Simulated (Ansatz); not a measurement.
# Structural relaxation of bare CsH nanowire along [001] (24 atoms)

Aim: bring bare CsH nanowire along [001] (24 atoms) to a nearby minimum of the energy and see what moves.

Main program and level: Ansatz 0.2.0; Kohn-Sham DFT, LDA, PAW (set soft_2), plane waves.

Most raw output is cut from this account.

The database entry behind the starting cell differs from later determinations by our own check (0.1 to 0.3 % short, probably kX units), so it need not match the best structure at ambient conditions.

## (1) Set-up

The cell holds 24 atoms: 12 Cs and 12 H. Its edges and angles: a = 15.188 Å, b = 15.188 Å, c = 19.128 Å, α = 90.0°, β = 90.0°, γ = 90.0°. It derives from CsH (rock-salt). Square section of size parameter 3.53 Å cut from rock-salt CsH (a = 6.376 Å) along [001], 3 periods, 12 Å of vacuum; not relaxed, displaced by a Gaussian of 0.02 Å. Vacuum lies along a and b. The structure repeats along c.

Limits known from the start: The Brillouin zone is sampled at Γ only, in a cell whose periodic width is 19 Å. Spin–orbit coupling is left out, which matters for the levels of the heavy elements.

## (2) Single point at the start

The forces at the start show how far the geometry lies from a minimum of this functional.

Input file input.yaml:

```yaml
crystal:
  lattice:
    - [15.188, 0.0, 0.0]
    - [0.0, 15.188, 0.0]
    - [0.0, 0.0, 19.128]
  atoms:
    - { symbol: Cs, position: [0.39544, 0.39486, 0.00128] }
    - { symbol: H, position: [0.60337, 0.39388, 0.00015] }
    - { symbol: Cs, position: [0.60702, 0.60711, 0.00073] }
    - { symbol: H, position: [0.39499, 0.60509, 0.00048] }
    - { symbol: Cs, position: [0.6043, 0.39364, 0.16713] }
    - { symbol: H, position: [0.39441, 0.39778, 0.16623] }
    - { symbol: Cs, position: [0.396, 0.60461, 0.1665] }
    - { symbol: H, position: [0.60419, 0.60393, 0.16593] }
    - { symbol: Cs, position: [0.39572, 0.39746, 0.33256] }
    - { symbol: H, position: [0.60385, 0.39553, 0.33277] }
    - { symbol: Cs, position: [0.60477, 0.60433, 0.33198] }
    - { symbol: H, position: [0.39455, 0.60534, 0.33239] }
    - { symbol: Cs, position: [0.6045, 0.39553, 0.50136] }
    - { symbol: H, position: [0.39728, 0.39589, 0.49884] }
    - { symbol: Cs, position: [0.39475, 0.60428, 0.49947] }
    - { symbol: H, position: [0.60705, 0.60415, 0.49971] }
    - { symbol: Cs, position: [0.39554, 0.39473, 0.66677] }
    - { symbol: H, position: [0.60647, 0.39317, 0.66654] }
    - { symbol: Cs, position: [0.60394, 0.60066, 0.6655] }
    - { symbol: H, position: [0.39534, 0.60623, 0.6659] }
    - { symbol: Cs, position: [0.60446, 0.39514, 0.83245] }
    - { symbol: H, position: [0.39415, 0.39399, 0.83361] }
    - { symbol: Cs, position: [0.39338, 0.60649, 0.83223] }
    - { symbol: H, position: [0.60367, 0.60436, 0.83465] }
kpoints:
  mp_grid: { grid: [1, 1, 1] }
hamiltonian:
  xc: lda
scf:
  occupations: { method: gaussian, width: 0.025 }
output:
  forces: true
  populations: true
  dos:
    method: { smearing: { sigma: 0.08 } }
    de: 0.1
    projected: { site_lists: { Cs: [Cs], H: [H] } }
  eigenvalues: true
```

Run with:

```console
$ ansatz run input.yaml --threads 4 --pin off --max-ram 8192MiB --backend cpu --events-out ev --progress --plain --runs-dir out
```

It took 11 s on 4 threads of Arm Neoverse V2, shared host; peak memory 1.9 GiB.

Read from the output:

* free energy: -66245.2390 eV
* free energy per atom: -2760.2183 eV/atom
* SCF cycles: 7
* r.m.s. force component: 0.1439 eV/Å
* longest force: 0.3201 eV/Å
* Fermi energy: -1.018 eV
* gap (highest filled to lowest empty level): 3.015 eV
* spilling of the projection: 0.008967

The r.m.s. force component of 0.14 eV/Å sets the starting point.

Length of the force by element:

```tsv
element	coordination	atoms	mean length of the force (eV/Å)	spread	least	most
Cs	all	12	0.184	0.0257	0.137	0.237
H	all	12	0.299	0.0124	0.282	0.320
```

## (3) Relaxation

The atoms are relaxed in the fixed cell, aiming at the force tolerance of the input.

input.yaml, the sections that differ from step 2:

```yaml
output:
  forces: true
relax:
  f_tol: 0.05
  max_steps: 200
# crystal, kpoints, hamiltonian, scf: as in step 2
```

The job ended after 24 s (4 threads; peak memory 1.8 GiB).

The steps of the relaxation:

```tsv
step	energy less that of the first step (eV)	largest force component (eV/Å)
1	0.0000	0.2382
2	-0.6310	0.1415
3	-0.8262	0.1163
4	-0.8654	0.0049
5	-0.8654	0.0049
```

The atoms that moved most (Å):

```tsv
atom	dx	dy	dz	length
H18	-0.262	0.255	-0.002	0.365
H22	0.245	0.258	-0.011	0.356
H16	-0.264	-0.232	0.004	0.352
H20	0.236	-0.256	0.010	0.349
H12	0.248	-0.237	0.014	0.344
H4	0.243	-0.238	-0.013	0.340
H2	-0.221	0.253	-0.007	0.336
H24	-0.220	-0.238	-0.027	0.325
```

Final coordinates:

```xyz
24
Lattice="15.1880 0.0000 0.0000 0.0000 15.1880 0.0000 0.0000 0.0000 19.1280" Properties=species:S:1:pos:R:3
Cs    6.0874    6.0977   -0.0015
H     8.9435    6.2356   -0.0040
Cs    9.0973    9.0899   -0.0031
H     6.2418    8.9524   -0.0034
Cs    9.0871    6.0924    3.1840
H     6.2318    6.2414    3.1831
Cs    6.0984    9.0978    3.1840
H     8.9532    8.9476    3.1846
Cs    6.0896    6.1012    6.3717
H     8.9456    6.2344    6.3715
Cs    9.0964    9.0888    6.3698
H     6.2407    8.9565    6.3723
Cs    9.0931    6.0870    9.5615
H     6.2386    6.2420    9.5585
Cs    6.1012    9.0975    9.5600
H     8.9561    8.9435    9.5621
Cs    6.0933    6.0963   12.7486
H     8.9495    6.2263   12.7477
Cs    9.0967    9.0823   12.7479
H     6.2409    8.9512   12.7469
Cs    9.0858    6.0858   15.9374
H     6.2312    6.2421   15.9346
Cs    6.0949    9.0976   15.9350
H     8.9488    8.9415   15.9380
```

The relaxation changed the energy by -36.1 meV/atom, and atoms moved by 0.26 Å r.m.s., 0.36 Å at most.

## (4) Structure statistics after relaxation

Normalised to the volume that the atoms fill. Pair distribution functions g(r), in bins of 0.1 Å:

```tsv
r (Å)	total	Cs-Cs	Cs-H	H-H
2.75	0.00	0.00	0.00	0.00
2.85	3.85	0.00	7.71	0.00
2.95	0.00	0.00	0.00	0.00
3.05	0.00	0.00	0.00	0.00
3.15	3.16	0.00	6.32	0.00
3.25	0.00	0.00	0.00	0.00
3.35	0.00	0.00	0.00	0.00
3.45	0.00	0.00	0.00	0.00
3.55	0.00	0.00	0.00	0.00
3.65	0.00	0.00	0.00	0.00
3.75	0.00	0.00	0.00	0.00
3.85	0.54	0.00	0.00	2.18
3.95	0.00	0.00	0.00	0.00
4.05	0.00	0.00	0.00	0.00
4.15	1.83	0.00	0.00	7.31
4.25	0.45	1.78	0.00	0.00
4.35	1.66	6.66	0.00	0.00
4.45	0.00	0.00	0.00	0.00
4.55	0.00	0.00	0.00	0.00
4.65	0.00	0.00	0.00	0.00
4.75	0.00	0.00	0.00	0.00
4.85	0.00	0.00	0.00	0.00
4.95	0.00	0.00	0.00	0.00
5.05	0.00	0.00	0.00	0.00
5.15	1.21	0.00	2.42	0.00
5.25	0.00	0.00	0.00	0.00
5.35	0.00	0.00	0.00	0.00
5.45	0.00	0.00	0.00	0.00
5.55	0.00	0.00	0.00	0.00
5.65	0.00	0.00	0.00	0.00
5.75	0.00	0.00	0.00	0.00
5.85	0.00	0.00	0.00	0.00
5.95	0.00	0.00	0.00	0.00
6.05	0.00	0.00	0.00	0.00
6.15	0.00	0.00	0.00	0.00
6.25	0.00	0.00	0.00	0.00
6.35	0.78	1.57	0.00	1.57
6.45	0.00	0.00	0.00	0.00
6.55	0.00	0.00	0.00	0.00
6.65	0.00	0.00	0.00	0.00
6.75	0.00	0.00	0.00	0.00
6.85	0.00	0.00	0.00	0.00
6.95	1.31	0.00	2.62	0.00
7.05	0.00	0.00	0.00	0.00
```

## (5) Single point at the relaxed geometry

The electronic structure is read at the final geometry, in a run of its own.

Input file input.yaml:

```yaml
crystal:
  lattice:
    - [15.188, 0.0, 0.0]
    - [0.0, 15.188, 0.0]
    - [0.0, 0.0, 19.128]
  atoms:
    - { symbol: Cs, position: [0.4008, 0.40148, 0.99992] }
    - { symbol: H, position: [0.58885, 0.41056, 0.99979] }
    - { symbol: Cs, position: [0.59898, 0.59849, 0.99984] }
    - { symbol: H, position: [0.41097, 0.58944, 0.99982] }
    [... 14 atom lines left out ...]
    - { symbol: Cs, position: [0.59894, 0.59799, 0.66645] }
    - { symbol: H, position: [0.41091, 0.58936, 0.6664] }
    - { symbol: Cs, position: [0.59822, 0.4007, 0.8332] }
    - { symbol: H, position: [0.41027, 0.41099, 0.83305] }
    - { symbol: Cs, position: [0.4013, 0.599, 0.83307] }
    - { symbol: H, position: [0.5892, 0.58872, 0.83323] }
kpoints:
  mp_grid: { grid: [1, 1, 1] }
hamiltonian:
  xc: lda
scf:
  occupations: { method: gaussian, width: 0.025 }
output:
  forces: true
  populations: intrinsic
  dos:
    method: { smearing: { sigma: 0.08 } }
    de: 0.1
    projected: { site_lists: { Cs: [Cs], H: [H] } }
  eigenvalues: true
  write_density: true
  write_potential: true
  volumetric_format: npy
  elf: true
```

Run time: 12 s. Hardware: 4 threads; peak memory 1.9 GiB.

The program notes that the exchange-correlation potential is rough where the density is thin.

Read from the output:

* free energy: -66246.1044 eV
* free energy per atom: -2760.2543 eV/atom
* SCF cycles: 8
* r.m.s. force component: 0.0021 eV/Å
* longest force: 0.0063 eV/Å
* Fermi energy: -0.9716 eV
* gap (highest filled to lowest empty level): 3.006 eV

Intrinsic-atomic-orbital charges by element:

```tsv
element	coordination	atoms	mean charge (e)	spread	least	most
Cs	all	12	0.713	1.0e-4	0.713	0.713
H	all	12	-0.713	1.0e-4	-0.713	-0.713
```

States in the cell by windows of 0.5 eV, zero at the Fermi level; the larger projections on atomic orbitals stand beside the total:

```tsv
from (eV)	to (eV)	total	Cs p	H s	Cs s
-10	-9.5	39.9	39.1	0.6	0.2
-9.5	-9	30.0	29.8	0.0	0.1
-9	-2.5	0.0	0.0	0.0	0.0
-2.5	-2	2.0	0.1	1.0	0.9
-2	-1.5	14.7	0.5	11.4	2.1
-1.5	-1	7.3	0.2	6.3	0.3
-1	1	0.0	0.0	0.0	0.0
1	1.5	2.5	0.0	0.2	1.5
1.5	2	23.3	0.1	1.0	11.6
```

The curve was stored every 0.10 eV, coarse against its broadening of 0.08 eV, so these counts are rough.

Between -23 and -10 eV lie 26 more states.

The levels nearest the highest filled one (over half full), pooled over k-points and spins:

```tsv
level less the highest filled one (eV)	occupation
-0.0042	2
-0.003	2
-0.0026	2
-0.0024	2
-0.0014	2
0	2
3.01	0
3.01	0
3.01	0
3.06	0
3.06	0
3.06	0
```

Electrostatic potential energy in the ca plane at fractional y = 0.401, with atoms of Cs and H within 0.2 Å of it. With pseudopotentials it is smooth inside the atoms' cores, unlike the true potential.

Values in eV, 13 rows by 16 columns, each cell a mean:
```
  1   1   1   1   1   1   1   1   1   1   1   1   1   1   1   1
  1   1   1   1   1   1   1   1   1   1   1   1   1   1   1   1
  1   1   1   1   1   1   1   1   1   1   1   1   1   1   1   1
  2   1   0  -1   0   2   2   2   0  -1   0   1   2   2   1  -1
  2   1 -14 -21  -6   2   1   2  -6 -21 -14   1   2   2  -1 -17
 -5   1 -18 -25  -9   2  -9   2  -9 -25 -18   1  -5  -1  -1 -22
 -5   0   0  -2   0  -1  -6  -1   0  -2   0   0  -5  -4   0  -1
-25  -5   1  -9   2 -15 -25 -15   2  -9   1  -5 -25 -24  -1  -2
-16  -2   3   3   2  -7 -18  -7   2   3   3  -2 -16 -13   0   3
  0   1   2   2   1   0   0   0   1   2   2   1   0   0   1   2
  1   1   1   1   1   1   1   1   1   1   1   1   1   1   1   1
  1   1   1   1   1   1   1   1   1   1   1   1   1   1   1   1
  1   1   1   1   1   1   1   1   1   1   1   1   1   1   1   1
```
Columns run along c (16.0 Å, from fractional 0.00 to 0.84 of the cell; values clipped at the 3rd and 97th percentile), rows up along a (15.2 Å). Atoms in or near the plane, at fractional coordinates: Cs at (0.17, 0.60), H at (0.17, 0.41), Cs at (0.33, 0.40), H at (0.33, 0.59), Cs at (0.50, 0.60), H at (0.50, 0.41), Cs at (0.67, 0.40), H at (0.67, 0.59), Cs at (0.83, 0.60), H at (0.83, 0.41).

Valence density in the ca plane at fractional y = 0.401, with atoms of Cs and H within 0.2 Å of it. It is the smooth field of the valence electrons, not physical close to the nuclei.

Ten even steps from '0' (0.0 e/Å³) to '9' (1.1 e/Å³), each cell a mean:
```
00000000000000000000000000000000000000000000
00000000000000000000000000000000000000000000
00000000000000000000000000000000000000000000
00000000000000000000000000000000000000000000
00000000000000000000000000000000000000000000
00000000000000000000000000000000000000000000
00000000000000000000000000000000000000000000
00000012332100000000000012331000000000000013
11000148888510001110000269897310001110001379
73100279339820013762101497259510014741002695
32100148888410002331000268897310012321001379
10000002232100000110000012321000001110000012
54200000110000013543100001110000124542100001
79720002552100269789510013641001388798310014
38831002452100389359620013541001496379410014
87410000000000137886310000000000257875200000
11000000000000001111000000000000001110000000
00000000000000000000000000000000000000000000
00000000000000000000000000000000000000000000
00000000000000000000000000000000000000000000
00000000000000000000000000000000000000000000
00000000000000000000000000000000000000000000
00000000000000000000000000000000000000000000
00000000000000000000000000000000000000000000
```
Columns run along c (16.0 Å, from fractional 0.00 to 0.84 of the cell), rows up along a (15.2 Å). Atoms in or near the plane, at fractional coordinates: Cs at (0.17, 0.60), H at (0.17, 0.41), Cs at (0.33, 0.40), H at (0.33, 0.59), Cs at (0.50, 0.60), H at (0.50, 0.41), Cs at (0.67, 0.40), H at (0.67, 0.59), Cs at (0.83, 0.60), H at (0.83, 0.41).

Mean intrinsic-atomic-orbital charges: Cs +0.71, H -0.71 e.

Local excerpt of 13 atoms (numbers count through the whole input) about Cs11, picked at random; x, y, z are measured from there.

```tsv
atom	x	y	z	distance (Å)	intrinsic-atomic-orbital charge (e)
Cs11	0.00	0.00	0.00	0.00	0.71
H10	-0.15	-2.85	0.00	2.86	-0.71
H12	-2.86	-0.13	0.00	2.86	-0.71
H8	-0.14	-0.14	-3.19	3.19	-0.71
H16	-0.14	-0.15	3.19	3.20	-0.71
Cs9	-3.01	-2.99	0.00	4.24	0.71
Cs5	-0.01	-3.00	-3.19	4.37	0.71
Cs7	-3.00	0.01	-3.19	4.37	0.71
Cs15	-3.00	0.01	3.19	4.38	0.71
Cs13	0.00	-3.00	3.19	4.38	0.71
H14	-2.86	-2.85	3.19	5.14	-0.71
H6	-2.86	-2.85	-3.19	5.14	-0.71
Cs3	0.00	0.00	-6.37	6.37	0.71
```

## (6) A changed input

The input is spoilt on purpose; the run shows how that looks.

Input file input.yaml:

```yaml
crystal:
  lattice:
    - [15.188, 0.0, 0.0]
    - [0.0, 15.188, 0.0]
    - [0.0, 0.0, 19.128]
  atoms:
    - { symbol: Cs, position: [0.39544, 0.39486, 0.00128] }
    - { symbol: H, position: [0.60337, 0.39388, 0.00015] }
    - { symbol: Cs, position: [0.60702, 0.60711, 0.00073] }
    - { symbol: H, position: [0.39499, 0.60509, 0.00048] }
    [... 14 atom lines left out ...]
    - { symbol: Cs, position: [0.60394, 0.60066, 0.6655] }
    - { symbol: H, position: [0.39534, 0.60623, 0.6659] }
    - { symbol: Cs, position: [0.60446, 0.39514, 0.83245] }
    - { symbol: H, position: [0.39415, 0.39399, 0.83361] }
    - { symbol: Cs, position: [0.40157415, 0.60509, 0.00048] }
    - { symbol: H, position: [0.60367, 0.60436, 0.83465] }
kpoints:
  mp_grid: { grid: [1, 1, 1] }
hamiltonian:
  xc: lda
scf:
  occupations: { method: gaussian, width: 0.025 }
  max_iter: 80
output:
  forces: true
```

The job ended after 76 s (4 threads; peak memory 1.9 GiB).

The run converged on the changed input; its numbers don't describe the system as set up.

The fault in the input: atoms that overlap (crystal.atoms[22].position = [0.40157415, 0.60509, 0.00048]). The fix is to restore the position.

## (7) What came out

```
energy change in the relaxation                  : -36.06 meV/atom
r.m.s. displacement                              : 0.256 Å
largest displacement                             : 0.365 Å
free energy per atom                             : -2760.2543 eV/atom
r.m.s. force component                           : 0.0021 eV/Å
gap (highest filled to lowest empty level) : 3.006 eV
wall time of the 4 DFT runs                      : 2 min
```

In words: Relaxation lowers the energy by 36.1 meV/atom and moves atoms by 0.26 Å r.m.s.; the r.m.s. force component goes from 0.14 to 0.0021 eV/Å. First to last step the energy falls by 0.865 eV; the largest move, 0.37 Å, is that of H18. Filled and empty levels are parted by 3.01 eV at Γ alone; the mesh holds the band edges only if they fold onto it, so the gap at this level can be narrower or closed, and states at the surface or the caps may set it.

[Logs are printed without paths, hosts, clocks, repeated set-up lines and the standing remarks that a program may print on its own settings, such as how far it seeks lower states.]

[Hosts, paths, dates, database ids (printed as entryN), source tags and the programs' standing remarks are cut or masked in the printed files.]
